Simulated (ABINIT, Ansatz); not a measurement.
# CsGeCl3 (R3m): G0W0 with ABINIT, start to end

Aim: the G0W0 gap of CsGeCl3 (R3m) on LDA, step by step.

Method: LDA and many-body steps on it, plane waves, in ABINIT 10.8.3.

### 1. The structure

Symmetry: R3m, No. 160, trigonal system. The conventional cell has a = 7.694 Å, b = 7.694 Å, c = 9.535 Å, α = 90.00°, β = 90.00°, γ = 120.00°. Cs has 12 Cl at 3.86 to 3.90 Å nearest. Ge has 3 Cl at 2.37 Å nearest. Nearest to Cl lie 2 Ge at 2.37 to 3.10 Å and 4 Cs at 3.86 to 3.90 Å. Farther neighbours and most contacts between anions are not listed.

The cell and positions are those that the Materials Project relaxed with its own functionals (PBE, PBE+U or r2SCAN), kept fixed. Spin-orbit coupling is left out unless a step names it.

### 2. Ground state

This step: ABINIT 10.8.3; DFT, LDA, plane waves, norm-conserving pseudopotentials.

The ground-state density comes first.

The input, run.abi:

```
acell 3*1.0 Angstrom
rprim 
  3.846816390705 2.220960478697 3.178300533600
  -3.846816390705 2.220960478697 3.178300533600
  0.000000000000 -4.441920957394 3.178300533600
ntypat 3
znucl 55 32 17
natom 5
typat 1 2 3 3 3
xred 
  0.998403350000 0.998403350000 0.998403350000
  0.515533150000 0.515533150000 0.515533150000
  0.496712670000 0.496712670000 0.948638170000
  0.496712670000 0.948638170000 0.496712670000
  0.948638170000 0.496712670000 0.496712670000
pp_dirpath "pseudos"
pseudos "Cs.upf, Ge.upf, Cl.upf"
ecut 56
ngkpt 4 4 4
nshiftk 1
shiftk 0 0 0
kptopt 1
chksymbreak 0
nband 32
occopt 1
tolvrs 1e-08
nstep 60
prtwf 0
optforces 0
optstress 0
indata_prefix "in"
outdata_prefix "out"
tmpdata_prefix "tmp"
```

The run is started by

```sh
> OMP_NUM_THREADS=1 mpirun -n 13 abinit run.abi > log
```

Numbers of over 12 decimals in the logs are rounded to 6 here.

Output:

```text
.Version 10.8.3 of ABINIT. v10.8.2 released Aug 2026.

 Symmetries : space group R3 m (#160); Bravais hR (rhombohedral)
================================================================================
 Values of the parameters that define the memory need of the present run
     intxc =       0    ionmov =       0      iscf =       7    lmnmax =       8
     lnmax =       8     mgfft =      72  mpssoang =       4    mqgrid =    3477
     natom =       5  nloc_mem =       1    nspden =       1   nspinor =       1
    nsppol =       1      nsym =       6    n1xccc =    2501    ntypat =       3
    occopt =       1   xclevel =       1
-    mband =          32        mffmem =           1         mkmem =           1
       mpw =       22022          nfft =      373248          nkpt =          13
================================================================================
  Rough estimation (10% accuracy) of disk space for files :
================================================================================

--------------------------------------------------------------------------------
------------- Echo of variables that govern the present computation ------------
--------------------------------------------------------------------------------
 -outvars: echo values of preprocessed input variables --------
            acell      1.8897261259E+00  1.8897261259E+00  1.8897261259E+00 Bohr

      chksymbreak           0
             ecut      5.60000000E+01 Hartree
-          fftalg         312

              ixc       -1012
              kpt      0.00000000E+00  0.00000000E+00  0.00000000E+00
                       2.50000000E-01  0.00000000E+00  0.00000000E+00
                       5.00000000E-01  0.00000000E+00  0.00000000E+00
                       2.50000000E-01  2.50000000E-01  0.00000000E+00
                       5.00000000E-01  2.50000000E-01  0.00000000E+00
                      -2.50000000E-01  2.50000000E-01  0.00000000E+00
                       5.00000000E-01  5.00000000E-01  0.00000000E+00
                       2.50000000E-01  2.50000000E-01  2.50000000E-01
                       5.00000000E-01  2.50000000E-01  2.50000000E-01
                      -2.50000000E-01  2.50000000E-01  2.50000000E-01
                       5.00000000E-01  5.00000000E-01  2.50000000E-01
[...]
kptrlatt        4    0    0      0    4    0      0    0    4
          kptrlen      4.12859144E+01
P           mkmem           1
            natom           5
            nband          32
            ngfft          72      72      72
             nkpt          13
            nstep          60
             nsym           6
           ntypat           3
              occ      2.000000  2.000000  2.000000  2.000000  2.000000  2.000000
                       2.000000  2.000000  2.000000  2.000000  2.000000  2.000000
                       2.000000  2.000000  2.000000  2.000000  2.000000  2.000000
                       2.000000  2.000000  2.000000  2.000000  2.000000  2.000000
                       2.000000  2.000000  0.000000  0.000000  0.000000  0.000000
                       0.000000  0.000000
        optforces           0
        optstress           0
            prtwf           0
            rprim      3.8468163907E+00  2.2209604787E+00  3.1783005336E+00
[...]
spgroup         160

           tolvrs      1.00000000E-08

             xred      9.9840335000E-01  9.9840335000E-01  9.9840335000E-01
[...]
znucl       55.00000   32.00000   17.00000

================================================================================

 chkinp: Checking input parameters for consistency.

================================================================================
== DATASET  1 ==================================================================
-   mpi_nproc: 13, omp_nthreads: 1 (-1 if OMP is not activated)

--- !DatasetInfo
iteration_state: {dtset: 1, }
dimensions: {natom: 5, nkpt: 13, mband: 32, nsppol: 1, nspinor: 1, nspden: 1, mpw: 22022, }
cutoff_energies: {ecut:  56.0, pawecutdg:  -1.0, }
electrons: {nelect:   5.20000000E+01, charge:   0.00000000E+00, occopt:   1.00000000E+00, tsmear:   1.00000000E-02, }

 Real(R)+Recip(G) space primitive vectors, cartesian coordinates (Bohr,Bohr^-1):
 R(1)=  7.2694294  4.1970070  6.0061176  G(1)=  0.0687812  0.0397108  0.0554990
 R(2)= -7.2694294  4.1970070  6.0061176  G(2)= -0.0687812  0.0397108  0.0554990
 R(3)=  0.0000000 -8.3940141  6.0061176  G(3)=  0.0000000 -0.0794217  0.0554990
 Unit cell volume ucvol=  1.0994743E+03 bohr^3
 Angles (23,13,12)=  8.95462282E+01  8.95462282E+01  8.95462282E+01 degrees

 getcut: wavevector=  0.0000  0.0000  0.0000  ngfft=  72  72  72
         ecut(hartree)=     56.000   => boxcut(ratio)=   2.07090

--- Pseudopotential description ------------------------------------------------
- Cs Generated using ONCVPSP code by D. R. Hamann
- 55.00000   9.00000  201201                  znucl, zion, pspdat
12 -1012 3 -1 2328                            pspcod,pspxc,lmax,lloc,mmax
     nproj     2     2     2     2
  pspatm : epsatm=   21.68725381
         --- l  ekb(1:nproj) -->
[...]
pspatm: atomic psp has been read  and splines computed

- Ge Generated using ONCVPSP code by D. R. Hamann
- 32.00000  22.00000  201201                  znucl, zion, pspdat
12 -1012 2 -1 1524                            pspcod,pspxc,lmax,lloc,mmax
     nproj     2     2     2     0
  pspatm : epsatm=   22.63792625
         --- l  ekb(1:nproj) -->
[...]
pspatm: atomic psp has been read  and splines computed

- Cl Generated using ONCVPSP code by D. R. Hamann
- 17.00000   7.00000  180309                  znucl, zion, pspdat
12 -1012 2 -1 1016                            pspcod,pspxc,lmax,lloc,mmax
     nproj     2     2     2     0
  pspatm : epsatm=    8.88507506
         --- l  ekb(1:nproj) -->
[...]
pspatm: atomic psp has been read  and splines computed

   3.69098107E+03                                ecore*ucvol(ha*bohr**3)
--------------------------------------------------------------------------------

_setup2: Arith. and geom. avg. npw (full set) are   22005.797   22005.792

================================================================================

--- !BeginCycle
iteration_state: {dtset: 1, }
solver: {iscf: 7, nstep: 60, nline: 4, wfoptalg: 0, }
tolerances: {tolvrs: 1.00E-08, }

     iter   Etot(hartree)      deltaE(h)  residm     vres2
 ETOT  1  -346.58757703577    -3.466E+02 7.487E-01 1.296E+04
 ETOT  2  -350.05068106251    -3.463E+00 7.253E-02 2.125E+04
 ETOT  3  -352.09636133415    -2.046E+00 2.292E-02 2.404E+03
 ETOT  4  -352.19794956111    -1.016E-01 1.144E-02 1.559E+03
 ETOT  5  -352.28680674604    -8.886E-02 1.210E-03 5.763E+02
 ETOT  6  -352.31205484195    -2.525E-02 2.829E-03 2.739E+02
 ETOT  7  -352.33135855307    -1.930E-02 2.152E-03 2.933E+01
 ETOT  8  -352.33343579133    -2.077E-03 1.104E-03 1.773E+00
 ETOT  9  -352.33356807167    -1.323E-04 2.420E-04 4.910E-02
 ETOT 10  -352.33357261829    -4.547E-06 1.342E-04 1.193E-04
 ETOT 11  -352.33357264590    -2.762E-08 4.881E-05 1.355E-05
 ETOT 12  -352.33357264746    -1.555E-09 7.703E-05 1.283E-06
 ETOT 13  -352.33357264756    -1.086E-10 2.707E-05 3.106E-07
 ETOT 14  -352.33357264754     2.842E-11 4.123E-05 3.429E-08
 ETOT 15  -352.33357264755    -1.450E-11 1.462E-05 1.171E-09

 At SCF step   15       vres2   =  1.17E-09 < tolvrs=  1.00E-08 =>converged.

--- !ResultsGS
iteration_state: {dtset: 1, }
comment   : Summary of ground state results
lattice_vectors:
- [  7.2694294,   4.1970070,   6.0061176, ]
- [ -7.2694294,   4.1970070,   6.0061176, ]
- [  0.0000000,  -8.3940141,   6.0061176, ]
lattice_lengths: [  10.32148,   10.32148,   10.32148, ]
lattice_angles: [ 89.546,  89.546,  89.546, ] # degrees, (23, 13, 12)
lattice_volume:   1.0994743E+03
convergence: {deltae: -1.450E-11, res2:  1.171E-09, residm:  1.462E-05, diffor:  0.000E+00, }
etotal    :  -3.52333573E+02
entropy   :   0.00000000E+00
fermie    :   7.19807518E-02
cartesian_stress_tensor: null
pressure_GPa: null
xred      :
- [  9.9840E-01,   9.9840E-01,   9.9840E-01, Cs]
- [  5.1553E-01,   5.1553E-01,   5.1553E-01, Ge]
- [  4.9671E-01,   4.9671E-01,   9.4864E-01, Cl]
- [  4.9671E-01,   9.4864E-01,   4.9671E-01, Cl]
- [  9.4864E-01,   4.9671E-01,   4.9671E-01, Cl]
cartesian_forces: null
force_length_stats: {min: null, max: null, mean: null, }

 Integrated electronic density in atomic spheres:
 ------------------------------------------------
 Atom  Sphere_radius  Integrated_density
[...]
================================================================================

 ----iterations are completed or convergence reached----

 Mean square residual over all n,k,spin=   81.697E-09; max=  14.623E-06
 reduced coordinates (array xred) for    5 atoms
       0.998403350000      0.998403350000      0.998403350000
       0.515533150000      0.515533150000      0.515533150000
       0.496712670000      0.496712670000      0.948638170000
       0.496712670000      0.948638170000      0.496712670000
       0.948638170000      0.496712670000      0.496712670000
 rms dE/dt=  0.0000E+00; max dE/dt=  0.0000E+00; dE/dt below (all hartree)
    1       0.000000000000      0.000000000000      0.000000000000
    2       0.000000000000      0.000000000000      0.000000000000
    3       0.000000000000      0.000000000000      0.000000000000
    4       0.000000000000      0.000000000000      0.000000000000
    5       0.000000000000      0.000000000000      0.000000000000

 cartesian coordinates (angstrom) at end:
    1      0.000000     0.000000     9.519678
    2     -0.000000     0.000000     4.915558
    3     -0.000000    -2.007417     6.172461
    4     -1.738474     1.003709     6.172461
    5      1.738474     1.003709     6.172461
 length scales=  1.889726125908  1.889726125908  1.889726125908 bohr
              =  1.000000000000  1.000000000000  1.000000000000 angstroms
 prteigrs : about to open file out_EIG
 Fermi (or HOMO) energy (hartree) =   0.07198   Average Vxc (hartree)=  -0.31317
 Eigenvalues (hartree) for nkpt=  13  k points:
 kpt#   1, nband= 32, wtk=  0.01563, kpt=  0.0000  0.0000  0.0000 (reduced coord)
  -5.91010   -3.98668   -3.98668   -3.98531   -0.83432   -0.83432   -0.83292   -0.83292
  -0.83209   -0.70671   -0.49768   -0.46637   -0.46637   -0.22011   -0.21994   -0.21994
  -0.19166   -0.11039   -0.11039   -0.07877   -0.02980   -0.02980   -0.02316   -0.01935
  -0.01935   -0.01249    0.19037    0.22266    0.22266    0.24897    0.25604    0.25604
 prteigrs : prtvol=0 or 1, do not print more k-points.

--- !EnergyTerms
iteration_state     : {dtset: 1, }
comment             : Components of total free energy in Hartree
kinetic             :  1.55265087897586E+02
hartree             :  1.71757401403161E+02
xc                  : -4.72943812328144E+01
Ewald energy        : -1.32965180889418E+02
psp_core            :  3.35704154996994E+00
local_psp           : -4.40977514499582E+02
non_local_psp       : -6.14760268764530E+01
total_energy        : -3.52333572647551E+02
total_energy_eV     : -9.58748493273892E+03
band_energy         : -5.08413983604788E+01

== END DATASET(S) ==============================================================
================================================================================

 -outvars: echo values of variables after computation  --------
           etotal     -3.5233357265E+02
            nband          32
             nkpt          13
          spgroup         160
 [... the other variables as echoed above ...]

 Calculation completed.
```

It took 55 s on 13 MPI ranks of Arm Neoverse V1, shared host; peak memory 2 GiB; 12 min of CPU time.

Numbers from this step:

| Item | Value |
| --- | --- |
| total energy | -9587.4849 eV |
| gap | 1.977 eV |
| k of the valence top | 0.5, 0.5, 0.5 |
| k of the conduction bottom | 0.5, 0.5, 0.5 |
| least direct gap | 1.977 eV |

The gap is direct, at (0.500, 0.500, 0.500).

(Part 1 of 3 ends here.)

[Paths, hosts, dates, memory and timing lines, banners, echoed tables and standing remarks are left out of the program output.]

[Logs are printed without paths, hosts, clocks, repeated set-up lines and the standing remarks that a program may print on its own settings, such as how far it seeks lower states.]

[Runs of the session that timed out or met a known fault of the program may be left out.]

[Hosts, paths, dates, database ids (printed as entryN), source tags and the programs' standing remarks are cut or masked in the printed files.]

[G0W0 gaps are taken among the corrected bands and points alone; a level outside them can change the order at an edge.]

[Where Ansatz stands beside ABINIT at settings called matched, ABINIT's density can come from a denser mesh and the files from another edition; pairs whose starting gaps differed by over 0.03 eV were left out, so agreement reads better than it is.]
